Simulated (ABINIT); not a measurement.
# Tellurium (P3_121, 3 atoms a cell): G0W0 in ABINIT against the bands in the self-energy, part 2 of 2

How does the gap of Tellurium (P3_121, 3 atoms a cell) converge in the bands in the self-energy?

ABINIT 10.8.3; PBE and many-body steps on it, plane waves. Known limits of the many-body steps: not at the basis limit; model gap, bands may invert with spin-orbit coupling; exchange with frozen shells missing; screening runs away on this mesh; no spin-orbit coupling; coarse k mesh.

So far. Step 2 (Screening, 3×3×2 mesh, 327 bands, screening to 217.7 eV): Local fields lower ε∞ by 21 %. The value itself is an artefact of the mesh, where one narrow direct gap carries too much weight.

The database entry behind the starting cell differs from later determinations by our own check (inner coordinate of an old entry), so it need not match the best structure at ambient conditions.

## 6. 100 bands

Level of this step: G0W0 on PBE, plane waves, norm-conserving pseudopotentials (ABINIT).

The self-energy is evaluated for the states that the input lists, and the levels follow from it, in one-shot runs by the linearised quasiparticle equation.

File run.abi:

```
acell 3*1.0 Angstrom
rprim 
  4.454000000025 -0.000000000006 0.000000000000
  -2.227000000008 3.857277148481 0.000000000000
  0.000000000000 0.000000000000 5.924000000000
ntypat 1
znucl 52
natom 3
typat 1 1 1
xred 
  0.269000000000 0.000000000000 0.333333333333
  0.000000000000 0.269000000000 0.666666666667
  0.731000000000 0.731000000000 -0.000000000000
pp_dirpath "pseudos"
pseudos "Te.upf"
ecut 34
ngkpt 3 3 2
nshiftk 1
shiftk 0 0 0
kptopt 1
chksymbreak 0
istwfk *1
occopt 1
irdwfk 1
optdriver 4
nband 100
gwcalctyp 0
ecutsigx 34
symsigma 1
nkptgw 2
kptgw 
  0.3333333333 0.3333333333 0.5000000000
  0.0000000000 0.0000000000 0.0000000000
bdgw 
  23 27
  22 26
ecuteps 8
irdscr 1
ppmodel 1
indata_prefix "in"
outdata_prefix "out"
tmpdata_prefix "tmp"
```

Launch:

```
OMP_NUM_THREADS=1 mpirun -n 4 abinit run.abi > log
```

Output:

```text
.Version 10.8.3 of ABINIT. v10.8.2 released Aug 2026.

 Symmetries : space group P3_1 2 1 (#152); Bravais hP (primitive hexag.)
[... echo of the input left out ...]
== DATASET  1 ==================================================================
-   mpi_nproc: 4, omp_nthreads: 1 (-1 if OMP is not activated)

--- !DatasetInfo
iteration_state: {dtset: 1, }
dimensions: {natom: 3, nkpt: 6, mband: 100, nsppol: 1, nspinor: 1, nspden: 1, mpw: 6557, }
cutoff_energies: {ecut:  34.0, pawecutdg:  -1.0, }
[...]
Band     E0 <VxcDFT>   SigX SigC(E0)      Z dSigC/dE  Sig(E)    E-E0       E
[...]
25   5.696 -12.128  -9.580  -2.872   0.784  -0.275 -12.382  -0.255   5.441
       26   5.696 -12.128  -9.580  -2.872   0.784  -0.275 -12.382  -0.255   5.441

== END DATASET(S) ==============================================================
================================================================================

 -outvars: echo values of variables after computation  --------
           etotal      0.0000000000E+00
            nband         100
             nkpt           6
          spgroup         152
 [... the other variables as echoed above ...]

 Calculation completed.
```

Wall time 48 s (4 MPI ranks of Arm Neoverse V1, shared host); peak memory 1.6 GiB; 3.2 min of CPU time.

This step gave:

```yaml
g0w0_gap_on_the_points_computed: 0.4880 eV
starting_gap_on_the_mesh: 0.1739 eV
k_of_the_valence_top: 0.3333, 0.3333, 0.5
k_of_the_conduction_bottom: 0.3333, 0.3333, 0.5
least_direct_g0w0_gap_on_the_computed_points: 0.4880 eV
```

The gap on the mesh goes from 0.17 eV to 0.49 eV, a correction of +0.31 eV.

## 7. 201 bands

Edit run.abi of step 6 so:

```diff
@@ -25,3 +25,3 @@
 optdriver 4
-nband 100
+nband 201
 gwcalctyp 0
```

Output:

```text
.Version 10.8.3 of ABINIT. v10.8.2 released Aug 2026.

 Symmetries : space group P3_1 2 1 (#152); Bravais hP (primitive hexag.)
[... echo of the input left out ...]
== DATASET  1 ==================================================================
-   mpi_nproc: 4, omp_nthreads: 1 (-1 if OMP is not activated)

--- !DatasetInfo
iteration_state: {dtset: 1, }
dimensions: {natom: 3, nkpt: 6, mband: 201, nsppol: 1, nspinor: 1, nspden: 1, mpw: 6557, }
cutoff_energies: {ecut:  34.0, pawecutdg:  -1.0, }
[...]
Band     E0 <VxcDFT>   SigX SigC(E0)      Z dSigC/dE  Sig(E)    E-E0       E
[...]
25   5.696 -12.128  -9.580  -3.195   0.782  -0.279 -12.634  -0.507   5.190
       26   5.696 -12.128  -9.580  -3.195   0.782  -0.279 -12.634  -0.507   5.190

== END DATASET(S) ==============================================================
================================================================================

 -outvars: echo values of variables after computation  --------
           etotal      0.0000000000E+00
            nband         201
             nkpt           6
          spgroup         152
 [... the other variables as echoed above ...]

 Calculation completed.
```

The job ended after 94 s (4 MPI ranks; peak memory 2.1 GiB; 6.2 min of CPU time).

This step gave:

```
G0W0 gap on the points computed              : 0.5010 eV
starting gap on the mesh                     : 0.1739 eV
k of the valence top                         : 0.3333, 0.3333, 0.5
k of the conduction bottom                   : 0.3333, 0.3333, 0.5
least direct G0W0 gap on the computed points : 0.5010 eV
```

Against the run before, the gap moves by +0.013 eV.

## 8. 327 bands

Edit run.abi of step 7 so:

```diff
@@ -25,3 +25,3 @@
 optdriver 4
-nband 201
+nband 327
 gwcalctyp 0
```

Output:

```text
.Version 10.8.3 of ABINIT. v10.8.2 released Aug 2026.

 Symmetries : space group P3_1 2 1 (#152); Bravais hP (primitive hexag.)
[... echo of the input left out ...]
== DATASET  1 ==================================================================
-   mpi_nproc: 4, omp_nthreads: 1 (-1 if OMP is not activated)

--- !DatasetInfo
iteration_state: {dtset: 1, }
dimensions: {natom: 3, nkpt: 6, mband: 327, nsppol: 1, nspinor: 1, nspden: 1, mpw: 6557, }
cutoff_energies: {ecut:  34.0, pawecutdg:  -1.0, }
[...]
Band     E0 <VxcDFT>   SigX SigC(E0)      Z dSigC/dE  Sig(E)    E-E0       E
[...]
25   5.696 -12.128  -9.580  -3.294   0.781  -0.280 -12.711  -0.584   5.112
       26   5.696 -12.128  -9.580  -3.294   0.781  -0.280 -12.711  -0.584   5.112

== END DATASET(S) ==============================================================
================================================================================

 -outvars: echo values of variables after computation  --------
           etotal      0.0000000000E+00
            nband         327
             nkpt           6
          spgroup         152
 [... the other variables as echoed above ...]

 Calculation completed.
```

The job ended after 2.5 min (4 MPI ranks; peak memory 2.6 GiB).

This step gave:

```
G0W0 gap on the points computed              : 0.504 eV
starting gap on the mesh                     : 0.1739 eV
k of the valence top                         : 0.3333, 0.3333, 0.5
k of the conduction bottom                   : 0.3333, 0.3333, 0.5
least direct G0W0 gap on the computed points : 0.504 eV
```

Against the run before, the gap moves by +0.003 eV.

## 9. The runs together

Times are wall times on 4 MPI ranks of Arm Neoverse V1, shared host, good to a factor of about two. A run's time includes the screening step that it read.

| run | mesh | bands | screening cutoff (eV) | DFT gap (eV) | gap on the mesh (eV) | direct (eV) | ε∞ used | time |
| --- | --- | --- | --- | --- | --- | --- | --- | --- |
| 32 bands | 3×3×2 | 32 | 217.7 | 0.174 | 0.433 | 0.433 | 1659.69 | 4.4 min |
| 33 bands | 3×3×2 | 33 | 217.7 | 0.174 | 0.447 | 0.447 | 1659.69 | 4.4 min |
| 51 bands | 3×3×2 | 51 | 217.7 | 0.174 | 0.449 | 0.449 | 1659.69 | 4.5 min |
| 100 bands | 3×3×2 | 100 | 217.7 | 0.174 | 0.488 | 0.488 | 1659.69 | 4.9 min |
| 201 bands | 3×3×2 | 201 | 217.7 | 0.174 | 0.501 | 0.501 | 1659.69 | 5.7 min |
| 327 bands | 3×3×2 | 327 | 217.7 | 0.174 | 0.504 | 0.504 | 1659.69 | 6.6 min |

## 10. Outcome

| Quantity | Value |
| --- | --- |
| 32 bands | 0.433 eV |
| 33 bands | 0.447 eV |
| 51 bands | 0.449 eV |
| 100 bands | 0.488 eV |
| 201 bands | 0.501 eV |
| 327 bands | 0.504 eV |
| known limits | not at the basis limit; model gap, bands may invert with spin-orbit coupling; exchange with frozen shells missing; screening runs away on this mesh; no spin-orbit coupling; coarse k mesh |

The setting moved: bands in the self-energy. From 32 bands to 327 bands the gap moves by +0.07 eV. It holds to 0.03 eV from 100 bands on. Bands and screening cutoff are coupled, so a series along one setting does not show full convergence. Bands and cutoff are finite, so the gap is not at the basis limit. The miss can reach some tenths of an eV and take either sign; the mesh is an error of its own. In the G0W0 runs levels were corrected at 2 k points alone, so a gap called «on the mesh» is the least over those, and an edge elsewhere would be missed. The 3×3×2 mesh is coarse for this cell, which bears on the long-range parts of exchange and screening. With atoms this heavy and so narrow a gap, spin-orbit coupling can invert the bands. These scalar-relativistic gaps are then model values, not to be set against experiment, and a spin-orbit change taken from DFT can't simply be added. The norm-conserving file of at least one element keeps a d shell over frozen s and p shells of the same row. Exchange with those shells is missing from the self-energy, an error of 0.3 to 0.9 eV in cases checked, whose sign depends on which edge lies on those atoms. For the PBE start: On this mesh the RPA ε∞ passes 90, more than nearly any semiconductor shows; a coarse mesh does this where one point with a narrow direct gap carries much weight. The screening is then too strong, and the G0W0 gap should not be taken as the material's.

[Paths, hosts, dates, memory and timing lines, banners, echoed tables and standing remarks are left out of the program output.]

[Logs are printed without paths, hosts, clocks, repeated set-up lines and the standing remarks that a program may print on its own settings, such as how far it seeks lower states.]

[Runs of the session that timed out or met a known fault of the program may be left out.]

[Hosts, paths, dates, database ids (printed as entryN), source tags and the programs' standing remarks are cut or masked in the printed files.]

[G0W0 gaps are taken among the corrected bands and points alone; a level outside them can change the order at an edge.]

[Where Ansatz stands beside ABINIT at settings called matched, ABINIT's density can come from a denser mesh and the files from another edition; pairs whose starting gaps differed by over 0.03 eV were left out, so agreement reads better than it is.]
